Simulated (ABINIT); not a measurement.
# AgCl (Chlorargyrite): G0W0 with ABINIT, start to end, part 2 of 2

Wanted: ground state, empty states, screening and self-energy for AgCl (Chlorargyrite).

ABINIT 10.8.3; PBE and many-body steps on it, plane waves. Known limits of the many-body steps: not at the basis limit; d shell near the gap, gap tends to lie low; no spin-orbit coupling; coarse k mesh.

So far. Step 2 (Ground state): The gap is indirect, with the least direct gap 2.49 eV higher. Step 3 (Bands along the symmetry lines): The gap is 0.906 eV, as in the run before at this level.

The database entry behind the starting cell differs from later determinations by our own check (an axis about 1.4 % short against later determinations), so it need not match the best structure at ambient conditions.

**4. Empty states on the mesh, 4×4×4 mesh, 209 bands**

Level of this step: DFT, PBE, plane waves, norm-conserving pseudopotentials (ABINIT).

The sums over transitions need many empty states on a uniform mesh; this step solves for them.

Contents of run.abi:

```
acell 3*1.0 Angstrom
rprim 
  -0.000000000000 2.735000000000 2.735000000000
  2.735000000000 0.000000000000 2.735000000000
  2.735000000000 2.735000000000 -0.000000000000
ntypat 2
znucl 47 17
natom 2
typat 1 2
xred 
  0.000000000000 0.000000000000 0.000000000000
  0.500000000000 0.500000000000 0.500000000000
pp_dirpath "pseudos"
pseudos "Ag.upf, Cl.upf"
ecut 37
ngkpt 4 4 4
nshiftk 1
shiftk 0 0 0
kptopt 1
chksymbreak 0
irdden 1
istwfk *1
nband 209
prtvol 0
optdriver 6
gwr_task "HDIAGO"
paral_kgb 0
occopt 1
indata_prefix "in"
outdata_prefix "out"
tmpdata_prefix "tmp"
```

On the command line:

```bash
$ OMP_NUM_THREADS=1 mpirun -n 4 abinit run.abi > log
```

Numbers of over 12 decimals in the logs are rounded to 6 here.

The log of the run:

```text
[banner, memory and clock lines left out]
.Version 10.8.3 of ABINIT. v10.8.2 released Aug 2026.

 Symmetries : space group Fm -3 m (#225); Bravais cF (face-center cubic)
[... echo of the input left out ...]
== DATASET  1 ==================================================================
-   mpi_nproc: 4, omp_nthreads: 1 (-1 if OMP is not activated)

--- !DatasetInfo
iteration_state: {dtset: 1, }
dimensions: {natom: 2, nkpt: 8, mband: 209, nsppol: 1, nspinor: 1, nspden: 1, mpw: 2996, }
cutoff_energies: {ecut:  37.0, pawecutdg:  -1.0, }
electrons: {nelect:   2.60000000E+01, charge:   0.00000000E+00, occopt:   1.00000000E+00, tsmear:   1.00000000E-02, }

.Using double precision arithmetic; gwpc =  8

- Reading GS density from: in_DEN

--- Pseudopotential description ------------------------------------------------
- Ag Generated using ONCVPSP code by D. R. Hamann
- 47.00000  19.00000  171031                  znucl, zion, pspdat
12 -101130 2 -1 1538                          pspcod,pspxc,lmax,lloc,mmax
     nproj     2     2     2
  pspatm : epsatm=   27.55768671
         --- l  ekb(1:nproj) -->
             0    9.557566   -0.414742
             1    3.443234   -0.133519
             2   -1.597169   -0.391124
 pspatm: atomic psp has been read  and splines computed

- Cl Generated using ONCVPSP code by D. R. Hamann
- 17.00000   7.00000  171031                  znucl, zion, pspdat
12 -101130 2 -1 1028                          pspcod,pspxc,lmax,lloc,mmax
     nproj     2     2     2
  pspatm : epsatm=    9.12776517
         --- l  ekb(1:nproj) -->
             0    8.139296    0.698720
             1    3.821713    1.107519
             2   -2.938609   -0.805455
 pspatm: atomic psp has been read  and splines computed

   9.53821749E+02                                ecore*ucvol(ha*bohr**3)

 Total charge density [el/Bohr^3]
)     Maximum=    2.1569E+00  at reduced coord.    0.0667    0.9333    0.9333
)     Minimum=    3.1793E-03  at reduced coord.    0.2444    0.2444    0.2444
   Integrated=    2.6000E+01

 === KS gaps after direct diagonalization ===
 Indirect band gap semiconductor
 Fundamental gap:     0.907 (eV)
   VBM:     5.246 (eV) at k: [ 5.0000E-01,  0.0000E+00,  0.0000E+00]
   CBM:     6.153 (eV) at k: [ 0.0000E+00,  0.0000E+00,  0.0000E+00]
 Direct gap:         3.396 (eV) at k: [ 0.0000E+00,  0.0000E+00,  0.0000E+00]

== END DATASET(S) ==============================================================

 -outvars: echo values of variables after computation  --------
           etotal      0.0000000000E+00
            nband         209
             nkpt           8
          spgroup         225
 [... the other variables as echoed above ...]

 Calculation completed.
```

The job ended after 33 s (4 MPI ranks of Intel Xeon Platinum 8488C (Sapphire Rapids), shared host; peak memory 2.2 GiB).

Numbers from this step:

```
gap                                                           : 0.9065 eV
k of the valence top                                          : 0.5, 0, 0
k of the conduction bottom                                    : 0, 0, 0
least direct gap                                              : 3.396 eV
k points computed                                             : 8
lowest point of the top converged band, above the valence top : 147.8540 eV
```

On this mesh the gap is 0.907 eV.

**5. Screening, 4×4×4 mesh, 201 bands, screening to 217.7 eV**

The RPA dielectric matrix is built and inverted for each q.

This step: RPA screening on PBE, plane waves, norm-conserving pseudopotentials.

run.abi, as its differences from that of step 4:

```diff
@@ -20,10 +20,11 @@
 chksymbreak 0
-irdden 1
 istwfk *1
-nband 209
-prtvol 0
-optdriver 6
-gwr_task "HDIAGO"
-paral_kgb 0
 occopt 1
+irdwfk 1
+optdriver 3
+nband 201
+ecuteps 8
+inclvkb 2
+awtr 1
+symchi 1
 indata_prefix "in"
```

The log of the run:

```text
.Version 10.8.3 of ABINIT. v10.8.2 released Aug 2026.

 Symmetries : space group Fm -3 m (#225); Bravais cF (face-center cubic)
[... echo of the input left out ...]
== DATASET  1 ==================================================================
-   mpi_nproc: 4, omp_nthreads: 1 (-1 if OMP is not activated)

--- !DatasetInfo
iteration_state: {dtset: 1, }
dimensions: {natom: 2, nkpt: 8, mband: 201, nsppol: 1, nspinor: 1, nspden: 1, mpw: 2996, }
cutoff_energies: {ecut:  37.0, pawecutdg:  -1.0, }
electrons: {nelect:   2.60000000E+01, charge:   0.00000000E+00, occopt:   1.00000000E+00, tsmear:   1.00000000E-02, }

 SCREENING: Calculation of the susceptibility and dielectric matrices

 Based on a program developped by R.W. Godby, V. Olevano, G. Onida, and L. Reining.
 Incorporated in ABINIT by V. Olevano, G.-M. Rignanese, and M. Torrent.
.Using double precision arithmetic ; gwpc =  8

[... cell and pseudopotentials left out ...]
--------------------------------------------------------------------------------

 ==== K-mesh for the wavefunctions ====
 Number of points in the irreducible wedge :     8
[... list of points left out ...]
 Together with 48 symmetry operations and time-reversal symmetry
 yields    64 points in the full Brillouin Zone.

 ==== Q-mesh for the screening function ====
 Number of points in the irreducible wedge :     8
[... list of points left out ...]
 Together with 48 symmetry operations and time-reversal symmetry
 yields    64 points in the full Brillouin Zone.

 setmesh: FFT mesh size selected  =    30x   30x   30
          total number of points  =        27000

 vcoul_init : cutoff-mode = AUXILIARY_FUNCTION
 q-points for optical limit:   1
     1)      0.000010    0.000020    0.000030

- screening: taking advantage of time-reversal symmetry
- Maximum band index for partially occupied states nbvw = 13
- Remaining bands to be divided among processors   nbcw = 188
- Number of bands treated by each node ~47

 Number of electrons calculated from density =   26.0000; Expected =   26.0000
 average of density, n =  0.094162
 r_s =    1.3636
 omega_plasma =   29.6001 [eV]

 calculating chi0 at frequencies [eV] :
  1    0.000000E+00    0.000000E+00
  2    0.000000E+00    2.960009E+01

--------------------------------------------------------------------------------
  q-point number  1        q = ( 0.000000, 0.000000, 0.000000) [r.l.u.]
--------------------------------------------------------------------------------
[... chi0 elements left out ...]
 For q-point:  0.000010 0.000020 0.000030
  dielectric constant =   5.4428
  dielectric constant without local fields =   5.9207

  Average fulfillment of the sum rule on Im[epsilon] for q-point    1 :     82.64  [%]
[... wings left out ...]
  q-point number  2        q = ( 0.250000, 0.000000, 0.000000) [r.l.u.]
--------------------------------------------------------------------------------
[... chi0 elements left out ...]
  Average fulfillment of the sum rule on Im[epsilon] for q-point    2 :     89.86  [%]

 [... 6 further q-points ...]
```

Elapsed: 59 s, on 4 MPI ranks; peak memory 1.3 GiB.

This step gave:

```
ε∞ with local fields, on this mesh, along the program's q direction : 5.443
the same without local fields                                       : 5.921
plasma frequency                                                    : 29.60 eV
plane waves in the screening matrix                                 : 307
```

Local fields lower ε∞ by 8 %. On a Γ-centred mesh this coarse the value itself is usually too large, while a short band sum pulls it down.

**6. Self-energy, 4×4×4 mesh, 201 bands, screening to 217.7 eV**

The self-energy is evaluated for the states that the input lists, and the levels follow from it, in one-shot runs by the linearised quasiparticle equation.

This step: G0W0 on PBE, plane waves, norm-conserving pseudopotentials.

run.abi, as its differences from that of step 5:

```diff
@@ -23,8 +23,17 @@
 irdwfk 1
-optdriver 3
+optdriver 4
 nband 201
+gwcalctyp 0
+ecutsigx 37
+symsigma 1
+nkptgw 2
+kptgw 
+  0.5000000000 0.0000000000 0.0000000000
+  0.0000000000 0.0000000000 0.0000000000
+bdgw 
+  12 15
+  11 17
 ecuteps 8
-inclvkb 2
-awtr 1
-symchi 1
+irdscr 1
+ppmodel 1
 indata_prefix "in"
```

The log of the run:

```text
.Version 10.8.3 of ABINIT. v10.8.2 released Aug 2026.

 Symmetries : space group Fm -3 m (#225); Bravais cF (face-center cubic)
[... echo of the input left out ...]
== DATASET  1 ==================================================================
-   mpi_nproc: 4, omp_nthreads: 1 (-1 if OMP is not activated)

--- !DatasetInfo
iteration_state: {dtset: 1, }
dimensions: {natom: 2, nkpt: 8, mband: 201, nsppol: 1, nspinor: 1, nspden: 1, mpw: 2996, }
cutoff_energies: {ecut:  37.0, pawecutdg:  -1.0, }
electrons: {nelect:   2.60000000E+01, charge:   0.00000000E+00, occopt:   1.00000000E+00, tsmear:   1.00000000E-02, }

 SIGMA: Calculation of the GW corrections

 Based on a program developped by R.W. Godby, V. Olevano, G. Onida, and L. Reining.
 Incorporated in ABINIT by V. Olevano, G.-M. Rignanese, and M. Torrent.
.Using double precision arithmetic ; gwpc =  8

[... cell and pseudopotentials left out ...]
--------------------------------------------------------------------------------

 ==== K-mesh for the wavefunctions ====
 Number of points in the irreducible wedge :     8
[... list of points left out ...]
 Together with 48 symmetry operations and time-reversal symmetry
 yields    64 points in the full Brillouin Zone.

 ==== Q-mesh for screening function ====
 Number of points in the irreducible wedge :     8
[... list of points left out ...]
 Together with 48 symmetry operations and time-reversal symmetry
 yields    64 points in the full Brillouin Zone.

 vcoul_init : cutoff-mode = AUXILIARY_FUNCTION
 q-points for optical limit:   1
     1)      0.000010    0.000020    0.000030
 setmesh: FFT mesh size selected  =    45x   45x   45
          total number of points  =        91125

 Number of electrons calculated from density =   26.0000; Expected =   26.0000
 average of density, n =  0.094162
 r_s =    1.3636
 omega_plasma =   29.6001 [eV]

 === KS Band Gaps ===
  >>>> For spin  1
   Minimum direct gap =   3.3956 [eV], located at k-point      :   0.0000  0.0000  0.0000
   Fundamental gap    =   0.9065 [eV], Top of valence bands at :   0.5000  0.0000  0.0000
                                       Bottom of conduction at :   0.0000  0.0000  0.0000
 SIGMA fundamental parameters:
 PLASMON POLE MODEL  1
 number of plane-waves for SigmaX                 2975
 number of plane-waves for SigmaC and W            307
 number of plane-waves for wavefunctions          2975
 number of bands                                   201
 number of independent spin polarizations            1
 number of spinorial components                      1
 number of k-points in IBZ                           8
 number of q-points in IBZ                           8
 number of symmetry operations                      48
 number of k-points in BZ                           64
 number of q-points in BZ                           64
 number of frequencies for dSigma/dE                 9
 frequency step for dSigma/dE [eV]                0.25
 number of omega for Sigma on real axis              0
 max omega for Sigma on real axis  [eV]           0.00
 zcut for avoiding poles [eV]                     0.10

 EPSILON^-1 parameters (SCR file):
 dimension of the eps^-1 matrix on file            307
 dimension of the eps^-1 matrix used               307
 number of plane-waves for wavefunctions          2975
 number of bands                                   201
 number of q-points in IBZ                           8
 number of frequencies                               2
 number of real frequencies                          1
 number of imag frequencies                          1

 matrix elements of self-energy operator (all in [eV])

 Perturbative Calculation

--- !SelfEnergy_ee
iteration_state: {dtset: 1, }
kpoint     : [   0.500,    0.000,    0.000, ]
spin       : 1
KS_gap     :    4.123
QP_gap     :    5.284
Delta_QP_KS:    1.162
data: !SigmaeeData |
     Band     E0 <VxcDFT>   SigX SigC(E0)      Z dSigC/dE  Sig(E)    E-E0       E
       12   5.246 -21.650 -26.538   3.587   0.798  -0.253 -22.689  -1.039   4.207
       13   5.246 -21.650 -26.538   3.587   0.798  -0.253 -22.689  -1.039   4.207
       14   9.369  -9.294  -5.032  -4.116   0.838  -0.194  -9.171   0.123   9.491
       15  12.019 -13.866  -7.779  -5.338   0.805  -0.243 -13.263   0.603  12.621

--- !SelfEnergy_ee
iteration_state: {dtset: 1, }
kpoint     : [   0.000,    0.000,    0.000, ]
spin       : 1
KS_gap     :    3.396
QP_gap     :    4.928
Delta_QP_KS:    1.532
data: !SigmaeeData |
     Band     E0 <VxcDFT>   SigX SigC(E0)      Z dSigC/dE  Sig(E)    E-E0       E
       11   2.757 -14.607 -18.832   2.565   0.793  -0.262 -15.923  -1.316   1.441
       12   2.757 -14.607 -18.832   2.565   0.793  -0.262 -15.923  -1.316   1.441
       13   2.757 -14.607 -18.832   2.565   0.793  -0.262 -15.923  -1.316   1.441
       14   6.153 -11.070  -6.741  -4.069   0.831  -0.204 -10.854   0.216   6.368
       15  15.918 -12.617  -7.185  -4.657   0.822  -0.217 -11.980   0.637  16.555
       16  15.918 -12.617  -7.185  -4.657   0.822  -0.217 -11.980   0.637  16.555
       17  15.918 -12.617  -7.185  -4.657   0.822  -0.217 -11.980   0.637  16.555

== END DATASET(S) ==============================================================
================================================================================

 -outvars: echo values of variables after computation  --------
           etotal      0.0000000000E+00
            nband         201
             nkpt           8
          spgroup         225
 [... the other variables as echoed above ...]

 Calculation completed.
```

It took 24 s on 4 MPI ranks; peak memory 1.3 GiB.

Numbers from this step:

- G0W0 gap on the points computed: 2.161 eV
- starting gap on the mesh: 0.9065 eV
- k of the valence top: 0.5, 0, 0
- k of the conduction bottom: 0, 0, 0
- Z at the valence top: 0.798
- Z at the conduction bottom: 0.831
- least direct G0W0 gap on the computed points: 4.927 eV

The gap on the mesh goes from 0.91 eV to 2.16 eV, a correction of +1.25 eV.

Limits: finite bands, cutoff and mesh; d shell near the gap, gap tends to lie low; no spin-orbit coupling; coarse k mesh. v1 is the top filled band, c1 the lowest empty one. The levels before and after the correction (eV, zero at the valence-band top of each column):

```tsv
	conduction bottom	valence top
Kohn-Sham	0.91	0.00
G0W0	2.16	0.00
```

```tsv
	level	energy (eV)
Kohn-Sham	(0.5 0 0) v2-v1	0.000
Kohn-Sham	(0.5 0 0) c1	4.123
Kohn-Sham	(0.5 0 0) c2	6.773
Kohn-Sham	Γ v3-v1	-2.489
Kohn-Sham	Γ c1	0.907
Kohn-Sham	Γ c2-c4	10.672
G0W0	(0.5 0 0) v2-v1	0.000
G0W0	(0.5 0 0) c1	5.284
G0W0	(0.5 0 0) c2	8.414
G0W0	Γ v3-v1	-2.766
G0W0	Γ c1	2.161
G0W0	Γ c2-c4	12.348
```

**7. Where the time went**

Times are wall times on 4 MPI ranks of Intel Xeon Platinum 8488C (Sapphire Rapids), shared host, good to a factor of about two.

```tsv
step	time	share	memory (GiB)
ground state	10 s	7 %	0.35
bands along the symmetry lines	16 s	11 %	0.33
empty states on the mesh	33 s	23 %	2.2
screening	59 s	42 %	1.3
self-energy	24 s	17 %	1.3
```

**8. Results**

```yaml
pbe_gap: 0.91 eV, indirect
g0w0_gap_on_the_mesh: 2.16 eV
gw_settings: 4×4×4 mesh, 201 bands, screening to 217.7 eV, Godby-Needs plasmon pole
known_limits: not at the basis limit; d shell near the gap, gap tends to lie low; no spin-orbit coupling; coarse k mesh
```

G0W0 moves the gap on the mesh from 0.91 eV to 2.16 eV (+1.25 eV), with Z of 0.80 and 0.83 at the edges. Local fields lower the RPA ε∞ on this mesh from 5.92 to 5.44; a Γ-centred mesh this coarse tends to raise both, most where the direct gap is narrow, while a short band sum lowers them. Only 2 of the mesh's irreducible points were corrected, so a valley elsewhere could overtake. The dearest step here is «screening». Bands and cutoff are finite, so the gap is not at the basis limit. The miss can reach some tenths of an eV and take either sign; the mesh is an error of its own. In the G0W0 run levels were corrected at 2 k points alone, so a gap called «on the mesh» is the least over those, and an edge elsewhere would be missed. The 4×4×4 mesh is coarse for this cell, which bears on the long-range parts of exchange and screening. A d shell, filled or nearly so, lies near the gap. One-shot GW converges very slowly in bands there, not always from below, and on a semilocal start the gap tends to come out low; starts rich in exact exchange can overshoot instead. The many-body steps are scalar-relativistic: spin-orbit coupling is not in them.

[Paths, hosts, dates, memory and timing lines, banners, echoed tables and standing remarks are left out of the program output.]

[Logs are printed without paths, hosts, clocks, repeated set-up lines and the standing remarks that a program may print on its own settings, such as how far it seeks lower states.]

[Runs of the session that timed out or met a known fault of the program may be left out.]

[Hosts, paths, dates, database ids (printed as entryN), source tags and the programs' standing remarks are cut or masked in the printed files.]

[G0W0 gaps are taken among the corrected bands and points alone; a level outside them can change the order at an edge.]

[Where Ansatz stands beside ABINIT at settings called matched, ABINIT's density can come from a denser mesh and the files from another edition; pairs whose starting gaps differed by over 0.03 eV were left out, so agreement reads better than it is.]
